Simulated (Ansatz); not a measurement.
# Photoemission of Si(111) with OH, oxygen in 1 back bond, part 2 of 2

What would XPS and angle-resolved spectra of Si(111) with OH, oxygen in 1 back bond look like?

Ansatz 0.2.0; DFT, PBE, plane-wave PAW, default files, scalar-relativistic.

So far. Step 2 (Bands by layer): The largest force component on a free atom is 0.023 eV/Å, so the atoms are at rest for these settings too.

### 3. Core levels by total-energy differences

XPS shifts tell sites apart. Each chosen atom gets a core hole in a self-consistent pass of its own.

input.yaml reads:

```yaml
crystal:
  lattice:
    - [7.6791796437, 0.0, 0.0]
    - [3.8395898218, 6.6503646517, 0.0]
    - [0.0, 0.0, 24.9337769138]
  atoms:
    - { symbol: H, position: [0.2270276088, -0.2647067514, 0.7023868021] }
    - { symbol: H, position: [0.474553584, 0.1104629683, 0.7109306493] }
    - { symbol: H, position: [-0.0037149712, 0.6302513517, 0.7050992876] }
    - { symbol: H, position: [0.5899285043, 0.5314237482, 0.7071814505] }
    - { symbol: O, position: [0.0824425349, -0.1740813898, 0.6949355263] }
    - { symbol: O, position: [0.4972157628, -0.0077344699, 0.6910525496] }
    - { symbol: O, position: [-0.0239683068, 0.5219388768, 0.6910719159] }
    - { symbol: O_h, position: [0.4774529384, 0.5279070264, 0.6902243578] }
    - { symbol: O, position: [0.8974082685, 0.1775126001, 0.6439175711] }
    - { symbol: Si_h, position: [0.0308788939, -0.0659034973, 0.6345473493] }
    - { symbol: Si, position: [0.4970614842, 0.0103165732, 0.6240636121] }
    - { symbol: Si, position: [-0.0065974835, 0.5132058701, 0.6240382612] }
    - { symbol: Si_h, position: [0.4884886637, 0.5207353487, 0.6216723737] }
    - { symbol: Si_h, position: [0.8211433832, 0.3559601797, 0.5964200215] }
    - { symbol: Si, position: [0.3281872523, 0.3442617981, 0.5929258007] }
    - { symbol: Si, position: [0.8268368677, 0.8374910158, 0.5895402411] }
    - { symbol: Si, position: [0.329435146, 0.848358922, 0.5896832701] }
    - { symbol: Si, position: [0.8375128084, 0.3244947182, 0.5003493516] }
    - { symbol: Si, position: [0.3329487413, 0.3347364689, 0.497851529] }
    - { symbol: Si, position: [0.8327058081, 0.8327487711, 0.4958483637] }
    - { symbol: Si, position: [0.3338907182, 0.834025117, 0.495856645] }
    - { symbol: Si_h, position: [0.1669834451, 0.1675233025, 0.4652782422] }
    - { symbol: Si, position: [0.6659417044, 0.1665911187, 0.4653063871] }
    - { symbol: Si, position: [0.1668048737, 0.666659387, 0.4651224139] }
    - { symbol: Si, position: [0.6699367725, 0.6598506305, 0.4660104366] }
    - { symbol: Si, position: [0.166666667, 0.166666667, 0.370732161] }
    - { symbol: Si, position: [0.666666667, 0.166666667, 0.370732161] }
    - { symbol: Si, position: [0.166666667, 0.666666667, 0.370732161] }
    - { symbol: Si, position: [0.666666667, 0.666666667, 0.370732161] }
    - { symbol: Si, position: [0.0, 0.0, 0.339298776] }
    - { symbol: Si, position: [0.5, 0.0, 0.339298776] }
    - { symbol: Si, position: [0.0, 0.5, 0.339298776] }
    - { symbol: Si, position: [0.5, 0.5, 0.339298776] }
    - { symbol: H, position: [0.0, 0.0, 0.280743668] }
    - { symbol: H, position: [0.5, 0.0, 0.280743668] }
    - { symbol: H, position: [0.0, 0.5, 0.280743668] }
    - { symbol: H, position: [0.5, 0.5, 0.280743668] }
kpoints:
  mp_grid: { grid: [3, 3, 1] }
scf:
  occupations: { method: fermi_dirac, width: 0.02 }
  n_extra_bands: 26
hamiltonian:
  xc: pbe
  pseudopotentials: { kind: paw }
output:
  forces: true
  write_potential: true
  volumetric_format: []
  core_levels:
    shells: { O_h: "1s", Si_h: "2p" }
    counted_from: conduction_bottom
    add_spin: false
efield:
  axis: 3
  dipole_correction: true
```

Started as:

```console
> ansatz run input.yaml --threads 4 --pin off --max-ram 8192MiB --backend cpu --events-out ev --progress --plain --runs-dir out
```

The job ended after 2.6 min (4 threads of Intel Xeon at 2.80GHz (Skylake/Cascade Lake), shared host; peak memory 2.7 GiB; 9.7 min of CPU time).

This step gave:

| Quantity | Value |
| --- | --- |
| Fermi energy | 0.3162 eV |

Levels are total-energy differences with one electron taken from the core. The electron stays in the lowest empty state, so these are excitation energies, not binding energies. The hole's nearest image is 7.7 Å away, and the holes carry no spin, so absolute levels are rough.

| atom | region | shell | level (eV) | shift (eV) | potential at nucleus, shift (V) | j lines (eV) | doubts |
| --- | --- | --- | --- | --- | --- | --- | --- |
| O8 | adsorbate | 1s | 532.03 | - | +0.00 | - | - |
| Si10 | layer 1 | 2p | 101.07 | +1.14 | +0.85 | 101.47 / 100.86 | - |
| Si13 | layer 1 | 2p | 100.46 | +0.54 | +0.33 | 100.87 / 100.26 | - |
| Si14 | layer 2 | 2p | 100.40 | +0.48 | +0.29 | 100.81 / 100.20 | - |
| Si22 | middle | 2p | 99.93 | +0.00 | +0.00 | 100.33 / 99.72 | - |

Levels of p, d and f shells are means over their two j lines, weighted by degeneracy; the splitting comes from the atom's own solve. Shifts count from the last listed atom of each element. With the electron kept in the cell, its attraction to the hole differs by site and enters these shifts. A higher potential at the nucleus binds core electrons more tightly, so that column is a rough initial-state shift.

The Si 2p lines of the listed atoms alone (other atoms of the cell aren't counted), as Gaussians 0.8 eV wide, no depth weighting. Table of intensity by Si 2p level; read off at these points:

Si 2p level (eV), intensity (%) and a bar:
```
    98.40          0 
    98.60          0 
    98.80          1 
    99.00          3 #
    99.20         10 ###
    99.40         23 #######
    99.60         42 #############
    99.80         63 ###################
   100.00         84 #########################
   100.20         97 #############################
   100.35        100 ##############################
   100.40        100 ##############################
   100.60         94 ############################
   100.80         85 #########################
   101.00         69 #####################
   101.20         49 ###############
   101.40         32 ##########
   101.60         20 ######
   101.80         11 ###
   102.00          5 #
   102.20          2 
   102.40          0 
   102.60          0 
   102.80          0
```

### 4. Without the dipole correction

Leaving out the dipole correction shows the spurious field between unlike faces.

Edit input.yaml of step 3 so:

```diff
@@ -13,9 +13,9 @@
     - { symbol: O, position: [-0.0239683068, 0.5219388768, 0.6910719159] }
-    - { symbol: O_h, position: [0.4774529384, 0.5279070264, 0.6902243578] }
+    - { symbol: O, position: [0.4774529384, 0.5279070264, 0.6902243578] }
     - { symbol: O, position: [0.8974082685, 0.1775126001, 0.6439175711] }
-    - { symbol: Si_h, position: [0.0308788939, -0.0659034973, 0.6345473493] }
+    - { symbol: Si, position: [0.0308788939, -0.0659034973, 0.6345473493] }
     - { symbol: Si, position: [0.4970614842, 0.0103165732, 0.6240636121] }
     - { symbol: Si, position: [-0.0065974835, 0.5132058701, 0.6240382612] }
-    - { symbol: Si_h, position: [0.4884886637, 0.5207353487, 0.6216723737] }
-    - { symbol: Si_h, position: [0.8211433832, 0.3559601797, 0.5964200215] }
+    - { symbol: Si, position: [0.4884886637, 0.5207353487, 0.6216723737] }
+    - { symbol: Si, position: [0.8211433832, 0.3559601797, 0.5964200215] }
     - { symbol: Si, position: [0.3281872523, 0.3442617981, 0.5929258007] }
@@ -27,3 +27,3 @@
     - { symbol: Si, position: [0.3338907182, 0.834025117, 0.495856645] }
-    - { symbol: Si_h, position: [0.1669834451, 0.1675233025, 0.4652782422] }
+    - { symbol: Si, position: [0.1669834451, 0.1675233025, 0.4652782422] }
     - { symbol: Si, position: [0.6659417044, 0.1665911187, 0.4653063871] }
@@ -47,3 +47,3 @@
   occupations: { method: fermi_dirac, width: 0.02 }
-  n_extra_bands: 26
+  n_extra_bands: 36
 hamiltonian:
@@ -55,8 +55,13 @@
   volumetric_format: []
-  core_levels:
-    shells: { O_h: "1s", Si_h: "2p" }
-    counted_from: conduction_bottom
-    add_spin: false
-efield:
-  axis: 3
-  dipole_correction: true
+  dos:
+    projected:
+      site_lists:
+        adsorbate: [4, 0, 8, 5, 1, 6, 2, 7, 3]
+        layer_1: [9, 10, 11, 12]
+        layer_2: [13, 14, 15, 16]
+        layer_3: [17, 18, 19, 20]
+        middle: [21, 22, 23, 24]
+        other_layers: [25, 26, 27, 28, 29, 30, 31, 32, 33, 34, 35, 36]
+    de: 0.05
+    e_range: [-30, 12]
+    method: { smearing: { sigma: 0.12, scheme: gaussian } }
```

Run time: 25 s. Hardware: 4 threads; peak memory 2.8 GiB.

Residual by cycle:

cycle, log10 residual and a bar from the least value:
```
        1       -0.2 ##############################
        2       -1.3 #########################
        3       -2.3 #####################
        4       -3.0 ##################
        5       -3.8 ###############
        6       -4.5 ############
        7       -5.5 ########
        8       -6.5 ###
        9       -7.2
```

The run finished; it serves as a test, and its numbers are not taken as the result.

### 5. Summary of results

| Quantity | Value |
| --- | --- |
| ionisation potential | 4.93 eV (upper face; lower face 4.61 eV) |
| electron affinity (Kohn–Sham) | 3.91 eV (slab's lowest empty level against the upper vacuum) |
| Si core shifts among the listed atoms, from the last listed one | +0.00 to +1.14 eV |

**Reading.** The valence top of Si(111) with OH, oxygen in 1 back bond lies 4.93 eV (upper face; lower face 4.61 eV) below the vacuum and the lowest empty level 3.91 eV below the vacuum of the upper face. Only the strongest levels a point were stored, too few to count surface states. The upper face's value lies 0.33 eV above that of the hydrogen-covered lower face; the difference is the dipole step of the groups. Core shifts: Si +0.00 to +1.14 eV. Among the sites run, the most bound Si 2p level is that of Si10 (layer 1), bonded to 2 Si and 2 O; the least bound, 1.14 eV shallower, that of Si22 (middle), bonded to 4 Si. That is the order that electronegative neighbours give as a rule, though screening of the hole enters too. These are excitation energies with the electron kept in the cell, so its attraction to the hole, which differs by site, enters the order. At 21.2 eV the valence spectrum has its highest listed peaks within 10.8 eV at 1.7 eV (O 2p), 3.7 eV (O 2p), 4.8 eV (O 2p), 7.9 eV (O 2p) and 9.1 eV (O 2p). At 1486.7 eV the valence spectrum has its highest listed peaks within 13 eV at 3.9 eV (mixed, O 2p leading), 4.9 eV (mixed, Si 3s leading), 6.4 eV (Si 3s), 8.0 eV (Si 3s) and 9.5 eV (Si 3s), and the deeper O 2s line at 20.3 eV is higher still. The shell named is the one with most of the intensity, cross sections included, not always the one with most states there. The spectra rest on a 3×3×1 mesh, so closely spaced maxima can be ripples of the mesh. The slab's own atoms span 7.4 Å, so bulk bands appear as a few quantum-well levels, and states of the two faces can mix. The affinity uses the Kohn–Sham gap, which is too small, so the true affinity is lower and the true ionisation potential usually higher.

[Logs are printed without paths, hosts, clocks, repeated set-up lines and the standing remarks that a program may print on its own settings, such as how far it seeks lower states.]

[Hosts, paths, dates, database ids (printed as entryN), source tags and the programs' standing remarks are cut or masked in the printed files.]

[Maps of the electrostatic potential energy from Ansatz leave out the sawtooth potential of an applied field or a dipole correction, so their vacuum need not be flat; work functions include it.]
